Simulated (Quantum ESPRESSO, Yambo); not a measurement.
Planning a run of Yambo 5.3.0 on CdF2 (Fm-3m). The input:

```
HF_and_locXC
gw0
dyson
ppa
em1d
rim_cut
RandQpts= 1000000
RandGvec= 1 RL
EXXRLvcs= 94 Ry
VXCRLvcs= 376 Ry
Chimod= "HARTREE"
% BndsRnXp
 1 | 231 |
%
NGsBlkXp= 15.5 Ry
% LongDrXp
 1 | 1 | 1 |
%
% GbndRnge
 1 | 231 |
%
DysSolver= "n"
ExtendOut
PPAPntXp= 27.21138 eV
% QPkrange
 8 | 8 | 16 | 19 |
 1 | 1 | 16 | 19 |
%
```

```sh
OMP_NUM_THREADS=1 mpirun -n 8 yambo -F gw4.in -J gw4 -C gw4 > gw4.log
```

The stored states that it reads are on a 4×4×4 mesh. It takes space group Fm-3m (No. 225, cubic). The conventional cell has a = 5.388 Å, b = 5.388 Å, c = 5.388 Å, α = 90.00°, β = 90.00°, γ = 90.00°. Nearest to Cd lie 8 F at 2.33 Å. Nearest to F lie 4 Cd at 2.33 Å. Farther neighbours and most contacts between anions are not listed.

**Question.** Estimate wall time and host memory on 8 MPI ranks of Arm Neoverse V2, shared host.

It took 1.9 min; on shared hardware allow 58 s to 3.9 min. Peak host memory was 3.7 GiB.

The screening grows as filled bands × empty bands × pairs of k points, times the square of the screening basis for the matrix.

[Paths, hosts, dates, memory and timing lines, banners, echoed tables and standing remarks are left out of the program output.]

[Logs are printed without paths, hosts, clocks, repeated set-up lines and the standing remarks that a program may print on its own settings, such as how far it seeks lower states.]

[Runs of the session that timed out or met a known fault of the program may be left out.]

[Hosts, paths, dates, database ids (printed as entryN), source tags and the programs' standing remarks are cut or masked in the printed files.]
